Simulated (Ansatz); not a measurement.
# Lattice dynamics of (BaO)2(NaCl)1 [001] superlattice, started as rocksalt type, part 2 of 2

Task: relax (BaO)2(NaCl)1 [001] superlattice, started as rocksalt type, then find its harmonic phonons.

Ansatz 0.2.0; DFT PBEsol, scalar-relativistic, plane waves, PAW.

So far. Step 4 (Tight relaxation): The largest force component left is 0.83 meV/Å and the pressure is 0.003 GPa, within the tolerances set. The cell now holds 22.41 Å³/atom. The relaxed cell has a = 3.831, c = 18.323 Å (conventional setting).

The structure was built from a prototype and need not be the compound's stable phase.

**5. Linear response at the zone centre**

The zone centre is the only wavevector solved here; it holds the modes that light can see, as far as symmetry allows. The response to a homogeneous field gives the Born charges and the dielectric tensor, and its change with displacement the Raman tensors.

The input, input.yaml:

```yaml
crystal:
  lattice:
    - [2.7088263131, 2.7088263131, 0.0]
    - [-2.7088263131, 2.7088263131, 0.0]
    - [2.7088263131, 0.0, 9.1614302761]
  atoms:
    - { symbol: Ba, position: [-0.0093181797, 0.0093181797, 0.0186363593] }
    - { symbol: Ba, position: [0.342651513, 0.657348487, 0.314696974] }
    - { symbol: Cl, position: [0.1666666667, 0.8333333333, 0.6666666667] }
    - { symbol: Na, position: [0.6666666667, 0.3333333333, 0.6666666667] }
    - { symbol: O, position: [0.4832420251, 0.5167579749, 0.0335159497] }
    - { symbol: O, position: [0.8500913082, 0.1499086918, 0.2998173836] }
kpoints:
  mp_grid: { grid: [8, 8, 8] }
hamiltonian:
  xc: pbesol
scf:
  occupations: { method: fixed }
output:
  eigenvalues: true
phonons:
  method: dfpt
  dielectric: true
  rigid_motions: translations
  raman: true
```

Started as:

```
ansatz run input.yaml --threads 8 --pin off --max-ram 14336MiB --backend cpu --events-out ev --progress --plain --runs-dir out
```

Numbers of over 12 decimals in the logs are rounded to 6 here.

Output:

```text
Warning: crystal.symmetry: narrowed to the stabiliser of the run's FFT grids — unitary ops 16 → 4. A phonons.method: dfpt run fills in the rows of the dynamical matrix that it does not solve by its symmetry operations, which is exact only for operations that map its FFT grids onto themselves: filled in by any other, the frequencies could depend on the order in which like atoms are typed, or, by more than the grids' own error, on where the crystal sits among the grids' points. Excluded: 12 operations. The run can therefore solve more perturbations, solve them on more k-points, or both, and cost more. [rest of the remark cut]
[...]
Crystal: 6 atoms, lattice volume = 134.448 Å³
Basis set: ecut = 420 eV, 2643 PW (Γ), exchange–correlation on 54×54×144 points (8 copies of the dense FFT grid, shifted against one another)
Bands: 30, of which v1, the nominal top of the filled ones, is band 24 counted from 1 (23 counted from 0)
Symmetry: 16 space group operations
k-points: 260 of 512 (irreducible under 1 space group operation, time reversal used)
[...]
SCF iter   1: F=—  HF=-15392.122172 eV  |F-HF|=—  |Δ(HF+E_count)|=         —  Δρ=1.20e-2  dr2=2.02e-1  ethr=1.77e-3  ⟨swp⟩=4.9  Hψ=32975  notcnv=0  defer=939
[...]
SCF iter  10: F=-15392.079551 eV  HF=-15392.079551 eV  |F-HF|=1.82e-12  |Δ(HF+E_count)|=  1.82e-11  Δρ=1.10e-7  dr2=1.60e-11  ethr=1.00e-12  ⟨swp⟩=6.6  Hψ=38415  notcnv=0
SCF 1 converged in 10 iterations: F = -15392.079551 eV  dr2 = 1.60e-11
[...]
NSCF: frozen V_eff on 3 k-points
DFPT response loops at Γ: preconditioner auto → Resta (q_TF=auto, 2.298 Å⁻¹)  ε∞=5.6 (no band partly filled); β = 1.00, the filter's whole step (`scf.mixing.beta` (0.50) is not read by the response loops at its default; to damp them type it under 1.00, their step now; it binds the ground state too); Broyden in place of MSR1
── the response to a field inside a basis, on 8×8×8 k-points: an SCF that follows is theirs, and a resumed run solves both again ──
Bands: 25, of which v1, the nominal top of the filled ones, is band 24 counted from 1 (23 counted from 0)
k-points: 144
[...]
Eigensolver: Dense (144 Hₖ)
SCF iter   1: F=—  HF=-15392.055312 eV  |F-HF|=—  |Δ(HF+E_count)|=         —  Δρ=2.54e-4  dr2=2.58e-5  ethr=1.00e-1
[...]
SCF iter   7: F=-15392.055312 eV  HF=-15392.055312 eV  |F-HF|=5.46e-12  |Δ(HF+E_count)|=  1.56e-10  Δρ=6.65e-8  dr2=8.06e-12  ethr=1.00e-12
SCF 1 converged in 7 iterations: F = -15392.055312 eV  dr2 = 8.06e-12
[...]
SCF converged after 10 iterations
Free energy (F): -15392.079551 eV
[...]
Internal energy: -15392.079551 eV  (E = F + TS)
E sigma→0 (E₀):  -15392.079551 eV
Fermi energy:    6.664690 eV
[...]
--- Band table (eV; the first three rows and the last of 260) ---
  k-point 0: bands = [... 20 lower, 6.3461, 6.3461, 6.4344, 6.4344, 8.6032, 9.1781, 10.3800, 11.6505, ... 2 higher]
  k-point 1: bands = [... 20 lower, 6.3461, 6.3461, 6.4345, 6.4345, 8.6869, 9.1722, 10.4027, 11.4029, ... 2 higher]
  k-point 2: bands = [... 20 lower, 6.3460, 6.3460, 6.4349, 6.4349, 8.8931, 9.1587, 10.4598, 11.0862, ... 2 higher]
  k-point 259: bands = [... 20 lower, 6.6170, 6.6263, 6.6636, 6.6647, 9.4952, 10.0312, 10.7446, 10.7706, ... 2 higher]
--- Phonons (Γ-DFPT): 12 representative perturbations + reference, on 260 of 512 k-points (Σ response iterations 42) ---
  ASR residual: 2.150e-4 → 0.000e0 eV/Å²; symmetrization residual: 5.508e-6 eV/Å²
  The last average, over the group as it would stand without the narrowing to the FFT grids, took up to 2.187e-6 eV/Å² of the zone centre's force constants
  ASR residual per site (eV/Å²): 8.55e-6 8.55e-6 7.95e-5 2.15e-4 1.38e-5 1.38e-5
  Γ frequencies (cm⁻¹): -94.92 0.00 0.00 0.00 49.53 49.53 75.11 75.11 137.55 144.15 144.15 151.12 151.12 154.32 216.38 216.38 237.50 310.69
  ε∞ (high-frequency dielectric tensor):
        3.606605     0.000000     0.000000
        0.000000     3.606605     0.000000
        0.000000     0.000000     3.608494
  softest optical mode at Γ: -94.92 cm⁻¹; the repairs (sum rule, projections) moved no ω² at Γ by more than (2.22 cm⁻¹)²
  Born effective charges Z* (e; rows j = field, columns β = displacement):
    site 0:
         2.76697   -0.00000    0.00000
         0.00000    2.76697    0.00000
        -0.00000    0.00000    2.00599
    site 1:
         2.76697   -0.00000   -0.00000
         0.00000    2.76697    0.00000
         0.00000    0.00000    2.00599
    site 2:
        -1.05242    0.00000    0.00000
         0.00000   -1.05242    0.00000
         0.00000    0.00000   -1.52701
    site 3:
         1.12857   -0.00000    0.00000
        -0.00000    1.12857    0.00000
         0.00000    0.00000    1.27989
    site 4:
        -2.80504    0.00000   -0.00000
        -0.00000   -2.80504    0.00000
        -0.00000    0.00000   -1.88243
    site 5:
        -2.80504   -0.00000    0.00000
        -0.00000   -2.80504    0.00000
         0.00000    0.00000   -1.88243
  Z* charge neutrality: 6.454e-3 e pre-enforcement
  solved inside a basis spanned on kpoints, on 8×8×8 k-points transformed towards the longest dipole: ε∞ is read to err by 1.2e-2, Z* by 1.2e-2 e (field_mesh: kpoints solves on kpoints); Z* is corrected for what the basis lacks
  Raman tensors (in the event stream and the table raman_tensors.tsv): an entry may err by 1.2e-1 Å², one of the second-order susceptibility by 2.0e-19 pm/V (basis, points and sum rule); their sum over the sites missed zero by 1.776e-15 Å² ahead of its enforcement
  optical modes at Γ without the LO–TO term, one row a degenerate level:
      ω (cm⁻¹)  modes    IR ((D/Å)²/amu)  static Raman (Å⁴/amu)  depolarisation
        -94.92      1             4.5625                 0.0000               —
         49.53      2             0.9114                 0.0000               —
         75.11      2             0.0000                 0.1173           0.750
        137.55      1             0.0000                24.0642           0.009
        144.15      2            49.0055                 0.0000               —
        151.12      2             0.0000                 6.1383           0.750
        154.32      1             2.8908                 0.0000               —
        216.38      2             4.6105                 0.0000               —
        237.50      1             0.0000                65.1803           0.460
        310.69      1             7.2798                 0.0000               —
  optical modes at Γ + LO–TO along q̂ = [1.0000, 0.0000, 0.0000]:
      ω (cm⁻¹)  modes    IR ((D/Å)²/amu)  static Raman (Å⁴/amu)  depolarisation
        -94.92      1             4.5625                 0.0000               —
         49.53      1             0.4557                 0.0000               —
         52.26      1             0.0087                 0.0000               —
         75.11      2             0.0000                 0.1173           0.750
        137.55      1             0.0000                24.0642           0.009
        144.15      1            24.5027                 0.0000               —
        151.12      2             0.0000                 6.1383           0.750
        154.32      1             2.8908                 0.0000               —
        209.91      1             0.1483                 0.0000               —
        216.38      1             2.3052                 0.0000               —
        237.50      1             0.0000                65.1803           0.460
        310.69      1             7.2798                 0.0000               —
        378.39      1            27.1067                 0.0000               —
  optical modes at Γ + LO–TO along q̂ = [0.0000, 1.0000, 0.0000]:
      ω (cm⁻¹)  modes    IR ((D/Å)²/amu)  static Raman (Å⁴/amu)  depolarisation
        -94.92      1             4.5625                 0.0000               —
         49.53      1             0.4557                 0.0000               —
         52.26      1             0.0087                 0.0000               —
         75.11      2             0.0000                 0.1173           0.750
        137.55      1             0.0000                24.0642           0.009
        144.15      1            24.5027                 0.0000               —
        151.12      2             0.0000                 6.1383           0.750
        154.32      1             2.8908                 0.0000               —
        209.91      1             0.1483                 0.0000               —
        216.38      1             2.3052                 0.0000               —
        237.50      1             0.0000                65.1803           0.460
        310.69      1             7.2798                 0.0000               —
        378.39      1            27.1067                 0.0000               —
  optical modes at Γ + LO–TO along q̂ = [0.0000, 0.0000, 1.0000]:
      ω (cm⁻¹)  modes    IR ((D/Å)²/amu)  static Raman (Å⁴/amu)  depolarisation
         38.87      1             1.0815                 0.0000               —
         49.53      2             0.9114                 0.0000               —
         75.11      2             0.0000                 0.1173           0.750
        137.55      1             0.0000                24.0642           0.009
        144.15      2            49.0055                 0.0000               —
        151.12      2             0.0000                 6.1383           0.750
        188.75      1             2.0714                 0.0000               —
        216.38      2             4.6105                 0.0000               —
        237.50      1             0.0000                65.1803           0.460
        372.78      1            11.5802                 0.0000               —
```

Run time: 9.3 min. Hardware: 8 threads of Arm Neoverse V2, shared host; peak memory 5 GiB.

In the SCF lines HF is the Harris–Foulkes energy and dr2 the Hartree energy of the density residual, in eV; the loop may stop once dr2 is under the threshold and the program's other checks hold. Hψ counts applications of the Hamiltonian.

This step gave:

* sum-rule residual before enforcement: 2.15e-4 eV/Å²
* miss of the charge sum rule: 0.006454 e
* estimated error of the dielectric tensor: 0.01219
* estimated error of the Born charges: 0.01206 e
* point group: 4/mmm
* highest optical mode at the zone centre (no LO-TO term): 310.7 cm⁻¹
* lowest optical zone-centre mode: -94.92 cm⁻¹
* mean high-frequency dielectric constant: 3.607
* largest Born charge (third of the trace): 2.513 e
* top of the zone-centre spectrum with the field: 378.4 cm⁻¹

Without the LO-TO term. Patterns of degenerate modes are one choice out of their space. The modes at Γ (shares of kinetic energy by element, %) (negative means imaginary):

```csv
mode,frequency (cm⁻¹),symmetry,Ba %,Cl %,Na %,O %
1,-94.9,A2u,2,1,88,9
2,0.0,acoustic,75,10,6,9
3,0.0,acoustic,75,10,6,9
4,0.0,acoustic,75,10,6,9
5,49.5,Eu,17,54,28,0
6,49.5,Eu,17,54,28,0
7,75.1,Eg,99,0,0,1
8,75.1,Eg,99,0,0,1
9,137.6,A1g,96,0,0,4
10,144.2,Eu,7,1,0,91
11,144.2,Eu,7,1,0,91
12,151.1,Eg,1,0,0,99
13,151.1,Eg,1,0,0,99
14,154.3,A2u,14,86,0,0
15,216.4,Eu,0,35,65,0
16,216.4,Eu,0,35,65,0
17,237.5,A1g,4,0,0,96
18,310.7,A2u,9,4,5,81
```

Displacements in mode 1 (-94.9 cm⁻¹), the largest set to 1:
```
Ba1  0.00  0.00 -0.04
Ba2  0.00  0.00 -0.04
Cl3  0.00  0.00 -0.08
Na4  0.00  0.00  1.00
O5   0.00  0.00 -0.28
O6   0.00  0.00 -0.28
```

Displacements in mode 6 (49.5 cm⁻¹), the largest set to 1:
```
Ba1 -0.20  0.00  0.00
Ba2 -0.20  0.00  0.00
Cl3  1.00  0.01  0.00
Na4  0.90  0.01  0.00
O5   0.00  0.00  0.00
O6   0.00  0.00  0.00
```

Optical modes at the zone centre, without and with the macroscopic field of the longitudinal modes; each column is sorted by frequency, so a row need not hold one and the same mode. Modes with and without the field, by row:

```csv
rank among optical modes,no field (cm⁻¹),"q along (1, 0, 0) (cm⁻¹)","q along (0, 0, 1) (cm⁻¹)"
1,-94.9,-94.9,38.9
2,49.5,49.5,49.5
3,49.5,52.3,49.5
4,75.1,75.1,75.1
5,75.1,75.1,75.1
6,137.6,137.6,137.6
7,144.2,144.2,144.2
8,144.2,151.1,144.2
9,151.1,151.1,151.1
10,151.1,154.3,151.1
11,154.3,209.9,188.8
12,216.4,216.4,216.4
13,216.4,237.5,216.4
14,237.5,310.7,237.5
15,310.7,378.4,372.8
```

Born charge (rows field, columns displacement) (e), principal values of the symmetric part by kind of site:

```csv
atom,atoms with these values,low,middle,high,mean
Ba1,2,2.01,2.77,2.77,2.51
Cl3,1,-1.53,-1.05,-1.05,-1.21
Na4,1,1.13,1.13,1.28,1.18
O5,2,-2.81,-2.81,-1.88,-2.50
```

In full for Ba1:

```
2.77 0.00 0.00
0.00 2.77 0.00
0.00 0.00 2.01
```

High-frequency dielectric tensor:

```
3.61 0.00 0.00
0.00 3.61 0.00
0.00 0.00 3.61
```

Transverse modes; imaginary modes are left out. Lines of the infrared spectrum (strongest = 100):

| position (cm⁻¹) | label | relative intensity |
| --- | --- | --- |
| 50 | Eu | 1.9 |
| 75 | Eg | 0.0 |
| 138 | A1g | 0.0 |
| 144 | Eu | 100 |
| 151 | Eg | 0.0 |
| 154 | A2u | 5.9 |
| 216 | Eu | 9.4 |
| 238 | A1g | 0.0 |
| 311 | A2u | 15 |

Activity x (w_L - w)^4 (n + 1)/w, 532 nm, 300 K; imaginary modes are left out; the tensors are static ones, while 532 nm light lies above the computed direct gap, where resonance would change the heights; modes without the macroscopic field alone. Raman lines, with heights relative to the strongest:

| position (cm⁻¹) | label | relative intensity |
| --- | --- | --- |
| 50 | Eu | 0.0 |
| 75 | Eg | 1.3 |
| 138 | A1g | 92 |
| 144 | Eu | 0.0 |
| 151 | Eg | 20 |
| 154 | A2u | 0.0 |
| 216 | Eu | 0.0 |
| 238 | A1g | 100 |
| 311 | A2u | 0.0 |

Before it was imposed, the acoustic sum rule was missed by 2.1e-4 eV/Å² and the charge sum rule by 0.0065 e. Small misses are needed for a sound result but don't prove that mesh and cutoff are converged. The lowest optical mode is imaginary, 94.9i cm⁻¹, so the energy falls along it.

**6. Another isotope, element Ba, natural mass 137.327 amu**

An isotope changes the mass and not the force constants, so no new electronic calculation is needed; the shifts show which modes move this element.

The same force constants with the mass of Ba changed from 137.327 to 133.905 u (phonopy, no LO-TO term). Both lists are sorted by frequency; levels can cross, so a row need not hold one and the same mode. Modes under 3 cm⁻¹ are left out. Isotope shifts, by row:

| q | rank | natural mass (cm⁻¹) | changed mass (cm⁻¹) |
| --- | --- | --- | --- |
| 0 0 0 | 1 | -94.92 | -94.94 |
| 0 0 0 | 5 | 49.53 | 49.64 |
| 0 0 0 | 6 | 49.53 | 49.64 |
| 0 0 0 | 7 | 75.11 | 76.06 |
| 0 0 0 | 8 | 75.11 | 76.06 |
| 0 0 0 | 9 | 137.6 | 139.2 |
| 0 0 0 | 10 | 144.2 | 144.3 |
| 0 0 0 | 11 | 144.2 | 144.3 |
| 0 0 0 | 12 | 151.1 | 151.1 |
| 0 0 0 | 13 | 151.1 | 151.1 |
| 0 0 0 | 14 | 154.3 | 154.6 |
| 0 0 0 | 15 | 216.4 | 216.4 |
| 0 0 0 | 16 | 216.4 | 216.4 |
| 0 0 0 | 17 | 237.5 | 237.6 |
| 0 0 0 | 18 | 310.7 | 311.1 |

A mode of this element alone would shift by +1.27 %. The highest zone-centre frequency without the field goes from 310.7 to 311.1 cm⁻¹ (+0.1 %).

**7. Isotope substitution, element Cl, natural mass 35.45 amu**

The same for Cl, from 35.45 to 36.97 u.

A mode of this element alone would shift by -2.07 %. The highest zone-centre frequency without the field goes from 310.7 to 310.4 cm⁻¹ (-0.1 %).

**8. Another isotope, element O, natural mass 15.999 amu**

The same for O, from 16.00 to 18.00 u.

The same force constants with the mass of O changed from 15.999 to 17.999 u (phonopy, no LO-TO term). Both lists are sorted by frequency; levels can cross, so a row need not hold one and the same mode. Modes under 3 cm⁻¹ are left out. Isotope shifts, by row:

```
    q  rank  natural mass (cm⁻¹)  changed mass (cm⁻¹)
0 0 0     1               -94.92               -94.37
0 0 0     5                49.53                49.53
0 0 0     6                49.53                49.53
0 0 0     7                75.11                75.06
0 0 0     8                75.11                75.06
0 0 0     9                137.6                136.7
0 0 0    10                144.2                136.7
0 0 0    11                144.2                137.2
0 0 0    12                151.1                142.6
0 0 0    13                151.1                142.6
0 0 0    14                154.3                154.3
0 0 0    15                216.4                216.4
0 0 0    16                216.4                216.4
0 0 0    17                237.5                224.4
0 0 0    18                310.7                296.3
```

A mode of this element alone would shift by -5.72 %. The highest zone-centre frequency without the field goes from 310.7 to 296.3 cm⁻¹ (-4.6 %).

**9. What came out**

```
space group after relaxation (within 0.01 Å)            : I4/mmm
volume per atom                                         : 22.4 Å³
gap on the k-mesh                                       : 1.94 eV
highest optical mode at the zone centre (no LO-TO term) : 311 cm⁻¹
top of the zone-centre spectrum with the field          : 378 cm⁻¹
lowest optical zone-centre mode                         : -94.9 cm⁻¹
mean high-frequency dielectric constant                 : 3.61
largest Born charge (third of the trace)                : 2.51 e
imaginary modes at Γ (the only wavevector solved)       : yes
```

In words: A zone-centre mode is imaginary (94.9i cm⁻¹), so this structure is not a minimum of the energy. Without the field, the optical modes at Γ span -95 to 311 cm⁻¹ (negative means imaginary). No dispersion was computed. The highest mode in this list at Γ, 310.7 cm⁻¹, is mostly motion of O (81 % of the kinetic energy). With the macroscopic field of the longitudinal modes the top of the zone-centre spectrum lies at 378 cm⁻¹, against 311 cm⁻¹ without it. Among the real modes, the strongest infrared line is at 144 cm⁻¹. Averaged over orientations, the strongest Raman line at 532 nm and 300 K is at 238 cm⁻¹. The tensors are the static, non-resonant ones, while 532 nm light (2.33 eV) lies above the computed gap. Spin-orbit coupling is left out, which can matter for the heavy elements here. The starting cell was built on a prototype and not taken from a measurement, so the phase need not exist. These are harmonic frequencies at zero temperature: anharmonic shifts, linewidths and thermal expansion are left out.

[Logs are printed without paths, hosts, clocks, repeated set-up lines and the standing remarks that a program may print on its own settings, such as how far it seeks lower states.]

[Hosts, paths, dates, database ids (printed as entryN), source tags and the programs' standing remarks are cut or masked in the printed files.]
